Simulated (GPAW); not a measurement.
# Ballistic transport through an Os chain with an O atom bridging one bond, cheap and dear, part 2 of 2

How well does an Os chain with an O atom bridging one bond conduct at low bias, and how far do basis and functional move the answer?

GPAW 26.7.0; GPAW LCAO, PAW setups; Landauer transmission from Green's functions with principal layers (ASE), zero bias.

So far, transmission at the Fermi level (one spin): step 2 (GPAW, dzp, PBE, GPAW) 4.39; step 3 (basis szp(dzp), PBE, GPAW) 4.37; step 4 (basis sz(dzp), PBE, GPAW) 4.38; step 5 (LDA) 4.43.

## (8) Potential alignment off, density threshold 0.001 (continued)

Not self-consistent under bias; the bias window is split evenly. The current through one cell, from the zero-bias transmission by bias:

| bias (V) | current through one cell, from the zero-bias transmission (mA) |
| --- | --- |
| 0.100 | 0.0340 |
| 0.200 | 0.0679 |
| 0.500 | 0.168 |
| 1.000 | 0.319 |
| 1.500 | 0.457 |
| 2.000 | 0.591 |

Table of transmission of the three most open eigenchannels by energy, zero at the Fermi level:

| energy (eV) | channel 1 | channel 2 | channel 3 |
| --- | --- | --- | --- |
| -2.00 | 0.999 | 0.528 | 0.192 |
| -1.90 | 0.999 | 0.550 | 0.240 |
| -1.80 | 0.999 | 0.563 | 0.293 |
| -1.70 | 0.998 | 0.571 | 0.357 |
| -1.55 | 0.998 | 0.578 | 0.495 |
| -1.45 | 0.999 | 0.653 | 0.579 |
| -1.35 | 0.966 | 0.907 | 0.559 |
| -1.25 | 0.949 | 0.843 | 0.759 |
| -1.15 | 0.939 | 0.928 | 0.900 |
| -1.05 | 0.983 | 0.939 | 0.909 |
| -0.90 | 0.983 | 0.942 | 0.921 |
| -0.80 | 0.950 | 0.942 | 0.933 |
| -0.70 | 0.962 | 0.939 | 0.910 |
| -0.60 | 0.975 | 0.935 | 0.920 |
| -0.50 | 0.985 | 0.932 | 0.931 |
| -0.40 | 0.992 | 0.942 | 0.929 |
| -0.25 | 0.998 | 0.954 | 0.927 |
| -0.15 | 0.998 | 0.956 | 0.927 |
| -0.05 | 0.997 | 0.958 | 0.925 |
| 0.00 | 0.997 | 0.957 | 0.923 |
| 0.05 | 0.996 | 0.954 | 0.922 |
| 0.15 | 0.994 | 0.941 | 0.916 |
| 0.25 | 0.992 | 0.931 | 0.909 |
| 0.40 | 0.973 | 0.894 | 0.874 |
| 0.50 | 0.907 | 0.848 | 0.837 |
| 0.60 | 0.942 | 0.814 | 0.734 |
| 0.70 | 0.958 | 0.787 | 0.632 |
| 0.80 | 0.967 | 0.761 | 0.533 |
| 0.90 | 0.973 | 0.733 | 0.438 |
| 1.05 | 0.977 | 0.684 | 0.311 |
| 1.15 | 0.977 | 0.632 | 0.239 |
| 1.25 | 0.973 | 0.513 | 0.178 |
| 1.35 | 0.972 | 0.265 | 0.128 |
| 1.45 | 0.975 | 0.189 | 0.0891 |
| 1.55 | 0.977 | 0.136 | 0.0591 |
| 1.70 | 0.981 | 0.0803 | 0.0285 |
| 1.80 | 0.984 | 0.0538 | 0.0157 |
| 1.90 | 0.988 | 0.0337 | 0.00744 |
| 2.00 | 0.993 | 0.0189 | 0.00271 |

The conductance equals that of the dzp run to 0.2 %.

## (9) K-points along the lead 4

The lead's own mesh along the current sets its density and potential; where the lead is aligned to the junction's end layer, a rigid shift drops out.

The input, run.py:

```python
import json
import numpy as np
from ase import Atoms
from ase.transport.calculators import TransportCalculator
from gpaw import GPAW, FermiDirac
from gpaw.lcao.tools import get_lcao_hamiltonian
from scipy.linalg import eigh

# The junction with lead layers at both ends, along the third cell vector
device = Atoms(
    ['Os', 'Os', 'Os', 'Os', 'Os', 'Os', 'Os', 'O', 'Os', 'Os', 'Os', 'Os', 'Os', 'Os', 'Os'],
    positions=[
        [4.50000, 4.50000, 1.14000],
        [4.50000, 4.50000, 3.42000],
        [4.50000, 4.50000, 5.70000],
        [4.50000, 4.50000, 7.98000],
        [4.50000, 4.50000, 10.26000],
        [4.50000, 4.50000, 12.54000],
        [4.50000, 4.50000, 14.82000],
        [5.57087, 4.50000, 16.06000],
        [4.50000, 4.50000, 17.30000],
        [4.50000, 4.50000, 19.58000],
        [4.50000, 4.50000, 21.86000],
        [4.50000, 4.50000, 24.14000],
        [4.50000, 4.50000, 26.42000],
        [4.50000, 4.50000, 28.70000],
        [4.50000, 4.50000, 30.98000]],
    cell=[[9.0, 0.0, 0.0], [0.0, 9.0, 0.0], [0.0, 0.0, 32.12]],
    pbc=True)

# One principal layer of the lead: the first 5 atoms of the device
lead = Atoms(
    ['Os', 'Os', 'Os', 'Os', 'Os'],
    positions=[
        [4.50000, 4.50000, 1.14000],
        [4.50000, 4.50000, 3.42000],
        [4.50000, 4.50000, 5.70000],
        [4.50000, 4.50000, 7.98000],
        [4.50000, 4.50000, 10.26000]],
    cell=[[9.0, 0.0, 0.0], [0.0, 9.0, 0.0], [0.0, 0.0, 11.4]],
    pbc=True)

settings = dict(mode='lcao', basis='dzp', xc='PBE', h=0.18,
                occupations=FermiDirac(0.1), maxiter=250,
                mixer=dict(beta=0.1, nmaxold=8, weight=100.0),
                convergence=dict(density=0.0001))
energies = np.arange(-2, 2 + 1e-9, 0.05)
eta = 0.0001
n1, n2 = 1, 1
# k and -k transmit alike, so half of the mesh across the current serves
mesh = [(i, j) for i in range(n1) for j in range(n2) if (i, j) <= (-i % n1, -j % n2)]
weights = np.array([1 if (i, j) == (-i % n1, -j % n2) else 2 for i, j in mesh]) / (n1 * n2)

# [... helper functions left out ...]
fermi_lead = ground_state(lead, (1, 1, 4), 'lead.txt')
fermi_device = ground_state(device, (1, 1, 3), 'device.txt')
# [... loop over the mesh left out, but for ...]
        # Shift the lead onto the potential of the device's first layer
        shift = ((H[:, 0, 0] - H0[:, 0, 0]) / S0[0, 0]).real.mean()
# [...]
kT = 8.617333e-5 * 77
bias = [0.1, 0.2, 0.5, 1.0, 1.5, 2.0]
# [... integrals and printing left out ...]
```

Run with:

```bash
$ OMP_NUM_THREADS=1 OPENBLAS_NUM_THREADS=1 python run.py
```

Wall time 2.6 min (1 thread of Arm Neoverse V2, shared host); peak memory 1.9 GiB.

The run finished with changed settings (lead_nz = 4); it serves as a test.

The two runs compared:

| quantity | this run | sound run | difference |
| --- | --- | --- | --- |
| conductance (G₀) | 4.4015 | 4.3854 | 0.0161 |
| largest coupling past the next principal layer (eV) | 1.090e-6 | 1.091e-6 | -9.0e-10 |
| largest misfit of the first principal layer (eV) | 0.17588 | 0.055487 | 0.120 |
| shift that aligns the lead (eV) | 0.059170 | -0.0038499 | 0.0630 |
| transmission at the Fermi level (one spin) | 4.4030 | 4.3866 | 0.0165 |

One result that differs is the largest misfit of the first principal layer, 0.176 eV against 0.0555 eV.

## (10) Outcome

```
conductance                                        : 4.39 G₀
transmission at the Fermi level, mean of the spins : 4.39
thermopower                                        : about 0 (under 1.5 μV/K)
```

**Reading.** In the dzp basis the junction conducts 4.39 G₀ at 77 K, with T = 4.39 a spin at the Fermi level; the sz basis reaches that conductance within 10 %. At the Fermi level the three most open eigenchannels pass 1.00, 0.96 and 0.92. Measured against the first run (dzp), the nearest curve is that of dzp-LDA (r.m.s. 0.044) and the farthest that of sz (0.11). Over the compared runs wall time goes from 88 s (sz) to 164 s (dzp), on a shared host. The geometry was built from estimated bond lengths and not relaxed, so the numbers describe this model structure. The run had no spin polarisation, so a magnetic state, which chains and small molecules with open shells often have, wasn't tested. Spin-orbit coupling is left out, which matters for the heavy atoms here. An evenly spaced straight chain is an idealisation: free chains tend to dimerise, zigzag or, where a band edge lies near the Fermi level, turn magnetic. The currents use the zero-bias T(E) throughout, which holds only while the bias is small against the distance to the nearest feature. The energy step is wider than the thermal energy, so the conductance and thermopower rest on interpolation of T(E).

[Logs are printed without paths, hosts, clocks, repeated set-up lines and the standing remarks that a program may print on its own settings, such as how far it seeks lower states.]

[Hosts, paths, dates, database ids (printed as entryN), source tags and the programs' standing remarks are cut or masked in the printed files.]
